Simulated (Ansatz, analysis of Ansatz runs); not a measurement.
## Neutral bond-centred H (muonium) in Ge: hyperfine coupling against experiment

Aim: the hyperfine coupling of the neutral bond-centred H (muonium) in Ge, to be set beside the measurement. Set-up: PBE, 64-site cell, PBE lattice, 350 eV, k: the single point 1/4 1/4 1/4 then 2x2x2 shifted 0.5 0.5 0.5. The model is a cell of 64 host atoms with 1 H put in. The isotropic coupling follows from the spin density at the nucleus, the nuclear g-factor and the total spin. This set-up takes another basis size than the usual one.

**The experiment.** 1H (muon value / 3.1833) (muon value divided by the ratio of moments 3.1833; muon (Mu, light H isotope)), printed as -96.5 MHz: -30.31 MHz, by muon spin resonance (leading '2' in as_printed is a garbled minus sign) (quoted in “Muonium as a hydrogen analogue in silicon and germanium: Quantum effects and hyperfine parameters”, 1999, A. R. Porter, M. D. Towler, and R. J. Needs, quoting earlier work (1988)). The calculation is set beside it at the end.

Calculated with Ansatz 0.2.0; plane-wave PAW DFT, PBE; relaxation of all atoms of a defect supercell.

## Step 1: The starting structure

The cell holds 65 atoms: 64 Ge and 1 H. Cell: a = 11.521 Å, b = 11.521 Å, c = 11.521 Å, α = 90.0°, β = 90.0°, γ = 90.0°. It derives from Ge (space group Fd-3m). Nearest the centre at fractional (0.302, 0.330, 0.305): H65 at 0.00 Å, Ge4 at 1.71 Å, Ge8 at 1.71 Å, Ge6 at 2.95 Å, Ge27 at 3.03 Å, Ge49 at 3.07 Å, Ge5 at 3.22 Å, Ge7 at 3.26 Å.

The host's primitive cell comes from a first run (plane-wave PAW DFT, PBE; relaxation of the host's cell and atoms): vectors of 4.073, 4.073 and 4.073 Å. That is 23.90 Å³ an atom, 5.6 % over the diffraction cell's volume. The supercell is built on it.

## Step 2: Relaxation, charge 0

Every later number rests on the structure around the defect, so the atoms are relaxed at the host's lattice first.

relax/input.yaml reads:

```yaml
relax:
  f_tol: 0.02
  max_steps: 80
  random_displacement: { amplitude: 0.02, seed: 930 }
crystal:
  lattice:
    - [11.521292, 0.0, 0.0]
    - [0.0, 11.521292, 0.0]
    - [0.0, 0.0, 11.521292]
  atoms:
    - { symbol: Ge, position: [0.0, 0.0, 0.25] }
    - { symbol: Ge, position: [0.0, 0.25, 0.0] }
    - { symbol: Ge, position: [0.25, 0.0, 0.0] }
    - { symbol: Ge, position: [0.227901784, 0.227901784, 0.227901784] }
    - { symbol: Ge, position: [0.125, 0.125, 0.375] }
    - { symbol: Ge, position: [0.125, 0.375, 0.125] }
    - { symbol: Ge, position: [0.375, 0.125, 0.125] }
    - { symbol: Ge, position: [0.397098216, 0.397098216, 0.397098216] }
    - { symbol: Ge, position: [0.0, 0.0, 0.75] }
    - { symbol: Ge, position: [0.0, 0.25, 0.5] }
    - { symbol: Ge, position: [0.25, 0.0, 0.5] }
    - { symbol: Ge, position: [0.25, 0.25, 0.75] }
    - { symbol: Ge, position: [0.125, 0.125, 0.875] }
    - { symbol: Ge, position: [0.125, 0.375, 0.625] }
    - { symbol: Ge, position: [0.375, 0.125, 0.625] }
    - { symbol: Ge, position: [0.375, 0.375, 0.875] }
    - { symbol: Ge, position: [0.0, 0.5, 0.25] }
    - { symbol: Ge, position: [0.0, 0.75, 0.0] }
    - { symbol: Ge, position: [0.25, 0.5, 0.0] }
    - { symbol: Ge, position: [0.25, 0.75, 0.25] }
    - { symbol: Ge, position: [0.125, 0.625, 0.375] }
    - { symbol: Ge, position: [0.125, 0.875, 0.125] }
    - { symbol: Ge, position: [0.375, 0.625, 0.125] }
    - { symbol: Ge, position: [0.375, 0.875, 0.375] }
    - { symbol: Ge, position: [0.0, 0.5, 0.75] }
    - { symbol: Ge, position: [0.0, 0.75, 0.5] }
    - { symbol: Ge, position: [0.25, 0.5, 0.5] }
    - { symbol: Ge, position: [0.25, 0.75, 0.75] }
    - { symbol: Ge, position: [0.125, 0.625, 0.875] }
    - { symbol: Ge, position: [0.125, 0.875, 0.625] }
    - { symbol: Ge, position: [0.375, 0.625, 0.625] }
    - { symbol: Ge, position: [0.375, 0.875, 0.875] }
    - { symbol: Ge, position: [0.5, 0.0, 0.25] }
    - { symbol: Ge, position: [0.5, 0.25, 0.0] }
    - { symbol: Ge, position: [0.75, 0.0, 0.0] }
    - { symbol: Ge, position: [0.75, 0.25, 0.25] }
    - { symbol: Ge, position: [0.625, 0.125, 0.375] }
    - { symbol: Ge, position: [0.625, 0.375, 0.125] }
    - { symbol: Ge, position: [0.875, 0.125, 0.125] }
    - { symbol: Ge, position: [0.875, 0.375, 0.375] }
    - { symbol: Ge, position: [0.5, 0.0, 0.75] }
    - { symbol: Ge, position: [0.5, 0.25, 0.5] }
    - { symbol: Ge, position: [0.75, 0.0, 0.5] }
    - { symbol: Ge, position: [0.75, 0.25, 0.75] }
    - { symbol: Ge, position: [0.625, 0.125, 0.875] }
    - { symbol: Ge, position: [0.625, 0.375, 0.625] }
    - { symbol: Ge, position: [0.875, 0.125, 0.625] }
    - { symbol: Ge, position: [0.875, 0.375, 0.875] }
    - { symbol: Ge, position: [0.5, 0.5, 0.25] }
    - { symbol: Ge, position: [0.5, 0.75, 0.0] }
    - { symbol: Ge, position: [0.75, 0.5, 0.0] }
    - { symbol: Ge, position: [0.75, 0.75, 0.25] }
    - { symbol: Ge, position: [0.625, 0.625, 0.375] }
    - { symbol: Ge, position: [0.625, 0.875, 0.125] }
    - { symbol: Ge, position: [0.875, 0.625, 0.125] }
    - { symbol: Ge, position: [0.875, 0.875, 0.375] }
    - { symbol: Ge, position: [0.5, 0.5, 0.75] }
    - { symbol: Ge, position: [0.5, 0.75, 0.5] }
    - { symbol: Ge, position: [0.75, 0.5, 0.5] }
    - { symbol: Ge, position: [0.75, 0.75, 0.75] }
    - { symbol: Ge, position: [0.625, 0.625, 0.875] }
    - { symbol: Ge, position: [0.625, 0.875, 0.625] }
    - { symbol: Ge, position: [0.875, 0.625, 0.625] }
    - { symbol: Ge, position: [0.875, 0.875, 0.875] }
    - { symbol: H, position: [0.301619, 0.330401, 0.30548] }
basis:
  ecutwfc: 350
  xc_grid: 2
hamiltonian:
  xc: pbe
kpoints:
  mp_grid: { grid: [1, 1, 1], shift: [0.25, 0.25, 0.25] }
magnetization:
  spin_polarized: true
  initial_magnetization: 1
  spin_locking: { lock_magnetization: hard }
scf:
  occupations: { method: fermi_dirac, width: 0.01 }
  max_iter: 120
output:
  forces: true
checkpoint:
  write: "../relax.run"
  compress: false
  write_wavefunctions: true
  write_every: 100000
```

Run with:

```sh
$ ansatz run input.yaml --threads 8 --pin off --max-ram 14131MiB --backend cpu --events-out ev --progress --plain --runs-dir out
```

Numbers of over 12 decimals in the logs are rounded to 6 here.

The log of the run:

```text
[... repeated set-up lines and file paths are left out, and long positions are rounded to six places ...]
Warning: basis.ecutwfc = 350 eV is below the records' recommended 420 eV, and the density's cutoff is lower with it unless basis.ecutrho_ratio is high enough to keep the records' density cutoff: compare with a run at a higher cutoff
Engine: ansatz 0.2.0, aarch64-unknown-linux-gnu
Pseudopotentials: kind: paw
Pseudopotential: Ge, paw, valence charge 14, recommended cutoff 420 eV (normal), Ge.paw.azcp
Pseudopotential: H, paw, valence charge 1, recommended cutoff 420 eV (normal), H.paw.azcp
Functional definition: PBE
  parameter kappa = 0.804
  parameter beta = 0.066725
  exchange = pbe_x(kappa = kappa, mu = beta*pi^2/3)
  correlation = pbe_c(beta = beta)
Crystal: 65 atoms, lattice volume = 1529.338 Å³
Basis set: ecut = 350 eV, 22743 PW (Γ), exchange–correlation on 144×144×144 points (8 copies of the dense FFT grid, shifted against one another)
Bands: 539, of which v1, the nominal top of the filled ones, is band 449 counted from 1 (448 counted from 0)
Symmetry: 1 space group operations
k-points: 1
Non-local potential: Ge, projectors of the file, l = 0: 2, l = 1: 2, l = 2: 3, l = 3: 1
Non-local potential: H, projectors of the file, l = 0: 2, l = 1: 1
PAW form: soft (Blöchl's): semilocal exchange-correlation on the pseudo side does not see the compensation charge
PAW one-centre angular grid: Ge, 590 points (default); XC on 64 Gauss nodes
PAW one-centre angular grid: H, 110 points (default); XC on 64 Gauss nodes
Initial density: superposition of atomic densities (chi_scale 0.1, normalization cell)
Starting moments: Σ|m| = 1 μB on 65 of 65 sites
Initial wavefunctions: pseudopotential atomic-orbital guess
Functional: x = pbe(κ = 0.804, μ = 0.219515), c = pbe(β = 0.066725)
iter 1 solved again at ethr=1.58e-3 eV; its pass at ethr=3.10e-3 eV (dr2=1.42e1 eV) is discarded
SCF iter   1: F=—  HF=-274893.782380 eV  |F-HF|=—  |Δ(HF+E_count)|=         —  Δρ=1.68e-2 (↑1.61e-2 ↓1.68e-2)  dr2=1.42e1  dr2_m=3.54e-2  M=1.000 μB ∫|m|=1.037 μB  β_m=0.30  ethr=1.58e-3  ⟨swp⟩=3.0  Hψ=4830  notcnv=0
preconditioner: auto → Resta (q_TF=auto, 2.496 Å⁻¹)  ε∞=2.6  [insulator: Δε(μ)=0.418 eV  Ē_g=22.143 eV  σ=0.010 eV  W_gap=1.00  n_scr=388 (ndim 8)  ℏωp=28.4 eV  f_vac=0.002  D(μ)=0.00/eV (n_scr^D=0)  ε∞_Penn≈2.6]
spin=Collinear: Resta preconditioning applied to the charge; magnetization (m = ρ↑ − ρ↓) channel mixes plain (no charge-response kernel on spin).
SCF iter   2: F=—  HF=-274893.114856 eV  |F-HF|=—  |Δ(HF+E_count)|=   6.68e-1  Δρ=1.27e-2 (↑1.21e-2 ↓1.27e-2)  dr2=8.23e0  dr2_m=1.81e-2  M=1.000 μB ∫|m|=1.055 μB  β_m=0.65  ethr=1.58e-3  ⟨swp⟩=1.0  Hψ=1078  notcnv=0
SCF iter   3: F=—  HF=-274892.368958 eV  |F-HF|=—  |Δ(HF+E_count)|=   7.46e-1  Δρ=1.43e-3 (↑1.40e-3 ↓1.43e-3)  dr2=6.04e-1  dr2_m=7.51e-5  M=1.000 μB ∫|m|=1.158 μB  β_m=0.56  ethr=9.18e-4  ⟨swp⟩=2.5  Hψ=1516  notcnv=0
SCF iter   4: F=—  HF=-274892.288068 eV  |F-HF|=—  |Δ(HF+E_count)|=   8.09e-2  Δρ=7.57e-4 (↑7.42e-4 ↓7.57e-4)  dr2=5.51e-2  dr2_m=1.19e-4  M=1.000 μB ∫|m|=1.167 μB  β_m=0.65  ethr=6.74e-5  ⟨swp⟩=2.0  Hψ=2148  notcnv=0  defer=170
SCF iter   5: F=—  HF=-274892.319952 eV  |F-HF|=—  |Δ(HF+E_count)|=   3.19e-2  Δρ=3.95e-4 (↑3.95e-4 ↓3.76e-4)  dr2=1.36e-2  dr2_m=1.58e-5  M=1.000 μB ∫|m|=1.171 μB  β_m=0.71  ethr=6.15e-6  ⟨swp⟩=4.0  Hψ=1775  notcnv=0  defer=170
SCF iter   6: F=—  HF=-274892.334414 eV  |F-HF|=—  |Δ(HF+E_count)|=   1.45e-2  Δρ=9.04e-5 (↑9.04e-5 ↓8.88e-5)  dr2=7.11e-4  dr2_m=9.46e-8  M=1.000 μB ∫|m|=1.173 μB  β_m=0.81  ethr=1.52e-6  ⟨swp⟩=3.0  Hψ=1945  notcnv=0  defer=170
SCF iter   7: F=—  HF=-274892.336822 eV  |F-HF|=—  |Δ(HF+E_count)|=   2.41e-3  Δρ=2.12e-5 (↑2.12e-5 ↓2.06e-5)  dr2=9.63e-5  dr2_m=4.96e-8  M=1.000 μB ∫|m|=1.174 μB  β_m=0.75  ethr=7.93e-8  ⟨swp⟩=2.0  Hψ=1346  notcnv=0  defer=170
SCF iter   8: F=—  HF=-274892.336874 eV  |F-HF|=—  |Δ(HF+E_count)|=   5.20e-5  Δρ=1.09e-5 (↑1.09e-5 ↓1.07e-5)  dr2=2.45e-5  dr2_m=2.67e-8  M=1.000 μB ∫|m|=1.174 μB  β_m=0.73  ethr=1.07e-8  ⟨swp⟩=2.0  Hψ=1665  notcnv=0  defer=170
SCF iter   9: F=-274892.336894 eV  HF=-274892.336892 eV  |F-HF|=1.91e-6  |Δ(HF+E_count)|=   1.87e-5  Δρ=4.81e-6 (↑4.81e-6 ↓4.77e-6)  dr2=1.11e-6  dr2_m=2.83e-9  M=1.000 μB ∫|m|=1.173 μB  ethr=1.11e-9  ⟨swp⟩=3.0  Hψ=2158  notcnv=0
SCF 1 converged in 9 iterations: F = -274892.336894 eV  dr2 = 1.11e-6
  greatest PAW one-centre occupation: 0.998 electrons in one spin orbital (limit 2), on the Ge atom at site 3 (counted from 0), in its partial waves of l = 2
relax step   1: F+E_penalty+E_count = -274892.33689435 eV  Δ(F+E_penalty+E_count) = +0.000e0 eV  max|allowed force component| = 7.375e-1 eV/Å  Δτ_max = 0.0000 Å  (9 SCF iters, dr2 threshold 1.00e-5 eV, accepted)
[... the SCF cycles and remarks between the steps are left out from here to the last step ...]
relax step   2: F+E_penalty+E_count = -274892.68130516 eV  Δ(F+E_penalty+E_count) = -3.444e-1 eV  max|allowed force component| = 2.011e-1 eV/Å  Δτ_max = 0.1194 Å  (6 SCF iters, dr2 threshold 3.40e-5 eV, accepted)
relax step   3: F+E_penalty+E_count = -274892.69915856 eV  Δ(F+E_penalty+E_count) = -1.785e-2 eV  max|allowed force component| = 6.966e-2 eV/Å  Δτ_max = 0.0260 Å  (6 SCF iters, dr2 threshold 2.53e-6 eV, accepted)
relax step   4: F+E_penalty+E_count = -274892.70122502 eV  Δ(F+E_penalty+E_count) = -2.066e-3 eV  max|allowed force component| = 3.971e-2 eV/Å  Δτ_max = 0.0273 Å  (6 SCF iters, accepted)
SCF iter   1: F=—  HF=-274892.702747 eV  |F-HF|=—  |Δ(HF+E_count)|=         —  Δρ=4.09e-4 (↑3.70e-4 ↓4.09e-4)  dr2=5.19e-3  dr2_m=1.52e-5  M=1.000 μB ∫|m|=1.180 μB  β_m=0.30  ethr=5.63e-6  ⟨swp⟩=5.5  Hψ=3001  notcnv=0  defer=170
SCF iter   2: F=—  HF=-274892.702395 eV  |F-HF|=—  |Δ(HF+E_count)|=   3.51e-4  Δρ=2.96e-4 (↑2.69e-4 ↓2.96e-4)  dr2=2.70e-3  dr2_m=7.78e-6  M=1.000 μB ∫|m|=1.180 μB  β_m=0.65  ethr=5.78e-7  ⟨swp⟩=2.0  Hψ=1242  notcnv=0  defer=170
SCF iter   3: F=—  HF=-274892.702117 eV  |F-HF|=—  |Δ(HF+E_count)|=   2.78e-4  Δρ=2.61e-5 (↑2.58e-5 ↓2.61e-5)  dr2=3.23e-4  dr2_m=4.28e-8  M=1.000 μB ∫|m|=1.180 μB  β_m=0.55  ethr=3.01e-7  ⟨swp⟩=2.0  Hψ=1816  notcnv=0  defer=170
SCF iter   4: F=—  HF=-274892.702079 eV  |F-HF|=—  |Δ(HF+E_count)|=   3.78e-5  Δρ=1.20e-5 (↑1.10e-5 ↓1.20e-5)  dr2=1.15e-5  dr2_m=2.51e-8  M=1.000 μB ∫|m|=1.180 μB  β_m=0.64  ethr=3.60e-8  ⟨swp⟩=2.0  Hψ=1069  notcnv=0  defer=170
SCF iter   5: F=—  HF=-274892.702740 eV  |F-HF|=—  |Δ(HF+E_count)|=   6.60e-4  Δρ=4.40e-6 (↑4.09e-6 ↓4.40e-6)  dr2=1.64e-6  dr2_m=4.08e-9  M=1.000 μB ∫|m|=1.180 μB  β_m=0.67  ethr=1.28e-9  ⟨swp⟩=2.0  Hψ=1805  notcnv=0  defer=170
SCF iter   6: F=—  HF=-274892.702740 eV  |F-HF|=—  |Δ(HF+E_count)|=   5.04e-7  Δρ=1.42e-6 (↑1.40e-6 ↓1.42e-6)  dr2=1.58e-7  dr2_m=4.41e-10  M=1.000 μB ∫|m|=1.180 μB  β_m=0.75  ethr=1.83e-10  ⟨swp⟩=2.0  Hψ=1805  notcnv=0  defer=170
SCF iter   7: F=-274892.702740 eV  HF=-274892.702740 eV  |F-HF|=1.39e-8  |Δ(HF+E_count)|=   1.50e-7  Δρ=4.72e-7 (↑4.72e-7 ↓4.67e-7)  dr2=2.09e-8  dr2_m=3.42e-11  M=1.000 μB ∫|m|=1.180 μB  ethr=1.11e-11  ⟨swp⟩=3.0  Hψ=2559  notcnv=0
SCF 5 converged in 7 iterations: F = -274892.702740 eV  dr2 = 2.09e-8
relax step   5: F+E_penalty+E_count = -274892.70274039 eV  Δ(F+E_penalty+E_count) = -1.515e-3 eV  max|allowed force component| = 1.103e-2 eV/Å  Δτ_max = 0.0678 Å  (7 SCF iters, accepted)
NSCF: frozen V_eff on 1 k-points
the band table was solved once a step of the walk had ended and its energy, with any forces and stress, was formed, with the checks that follow a solve (3297 applications of the Hamiltonian). They found nothing against the state; [...]
SCF converged after 7 iterations
Stability checked in part: among states of this total moment the steps that led to this state did not find it unstable. No probe was made; neither looks for a lower state of another moment (fixed_total_moment; see scf.lower_state_search)
Magnetization: 1.0000 μB (449.0000 up, 448.0000 down)
Absolute magnetization: 1.1398 μB (∫|ρ↑−ρ↓|, with the PAW one-centre terms)
Spin contamination: 0.0006 ħ² per cell (⟨S²⟩ above its minimum at these occupations)
Per-site moments (μB) at R_I (Å): [(0.00739117, 1.021400), (0.00740202, 1.021101), (0.00738942, 1.021481), [... 62 left out ...]
Free energy (F): -274892.702740 eV
Harris-Foulkes:  -274892.702740 eV  (|F-HF|=1.39e-8)
Internal energy: -274892.702740 eV  (E = F + TS)
E sigma→0 (E₀):  -274892.702740 eV
Fermi energy:    7.918447 (↑ 8.196785, ↓ 7.747604) eV
--- Per-component energies (eV) ---
  E_band       = -10092.910483
  E_kinetic    = 7113.570784
  E_local      = -160801.410969  (includes V_loc(G=0)·N_el)
  E_nonlocal   = 26791.298543
  E_hartree    = 70486.292433
  E_xc         = -4830.797433
  E_vxc        = -4126.278525  (∫ρ·V_xc dr)
  E_paw        = -129276.236418  (= ΣΔE_a)
  E_vpaw       = -20042.822942  (= ΣTr[D̂ρ^β])
  E_aug_tail   = 0.145114  (compensation charges beyond the density's cutoff)
  E_ewald      = -84375.564793
  E_smearing   = -0.000000  (= −TS)
  E_closure    = -0.000000  (closes the sum)
  Σ components = -274892.702740   (vs F -274892.702740, Δ=0.00e0)
--- Forces (eV/Å), atoms counted from 1 ---
  atom   1  Ge    -0.00781617     0.00371592    -0.00285478
  atom   2  Ge    -0.00387289     0.00012464    -0.00004610
  [... 1 atom left out ...]
  atom   4  Ge    -0.00521349    -0.00503004    -0.00303077
  atom   5  Ge    -0.00041656    -0.00032564     0.00240810
  atom   6  Ge     0.00073246     0.00088328    -0.00108830
  atom   7  Ge     0.00356557     0.00002418    -0.00002856
  atom   8  Ge     0.00142103     0.00193790     0.00013612
  [... 12 atoms left out ...]
  atom  21  Ge    -0.00307533     0.00165792    -0.00371767
  [... 5 atoms left out ...]
  atom  27  Ge     0.00869930     0.00023056     0.00258709
  [... 14 atoms left out ...]
  atom  42  Ge    -0.00070587     0.00695353     0.00072981
  [... 6 atoms left out ...]
  atom  49  Ge     0.00314378     0.00046102     0.00833617
  [... 15 atoms left out ...]
  atom  65  H     -0.00195844    -0.01102970    -0.00418071
  max |Σ_I F_I| component: 2.25e-5 eV/Å
--- Band table (eV) ---
  k-point 0 ↑: bands = ["-17.2151", "-17.1810", "-17.1270", "-17.1270", [... 531 left out ...] "12.8422", "12.8851", "12.8854", "12.8972"]
  k-point 0 ↓: bands = ["-17.2081", "-17.1739", "-17.1221", "-17.1221", [... 531 left out ...] "12.8617", "12.9041", "12.9044", "12.9171"]
--- Relaxed structure (5 steps of the walk, 5 accepted, 0 SCFs on fresh bases) ---
  F+E_penalty+E_count = -274892.70274039 eV   max|allowed force component| = 1.103e-2 eV/Å
  atoms:
    - { symbol: Ge, position: [-0.003152, -0.002740, 0.247990] }
    - { symbol: Ge, position: [-0.003235, 0.248544, -0.003420] }
    [... 1 atom left out ...]
    - { symbol: Ge, position: [0.227991, 0.228450, 0.227806] }
    - { symbol: Ge, position: [0.119711, 0.120109, 0.377326] }
    - { symbol: Ge, position: [0.119523, 0.377838, 0.119441] }
    - { symbol: Ge, position: [0.377516, 0.120144, 0.119535] }
    - { symbol: Ge, position: [0.397276, 0.397728, 0.397210] }
    [... 12 atoms left out ...]
    - { symbol: Ge, position: [0.125116, 0.626487, 0.374357] }
    [... 5 atoms left out ...]
    - { symbol: Ge, position: [0.247411, 0.505833, 0.505287] }
    [... 14 atoms left out ...]
    - { symbol: Ge, position: [0.505314, 0.247749, 0.505146] }
    [... 6 atoms left out ...]
    - { symbol: Ge, position: [0.505302, 0.505794, 0.247285] }
    [... 15 atoms left out ...]
    - { symbol: H, position: [0.311842, 0.314202, 0.312193] }
```

Wall time 3.3 min (8 threads of Arm Neoverse V2, shared host); peak memory 6.6 GiB.

(Part 1 of 2 ends here.)

[Logs are printed without paths, hosts, clocks, repeated set-up lines and the standing remarks that a program may print on its own settings, such as how far it seeks lower states.]

[Hosts, paths, dates, database ids (printed as entryN), source tags and the programs' standing remarks are cut or masked in the printed files.]

[For some hosts the program warned that the k-mesh of the response run may be too coarse for force constants and the static dielectric constant; such warnings are not shown here.]
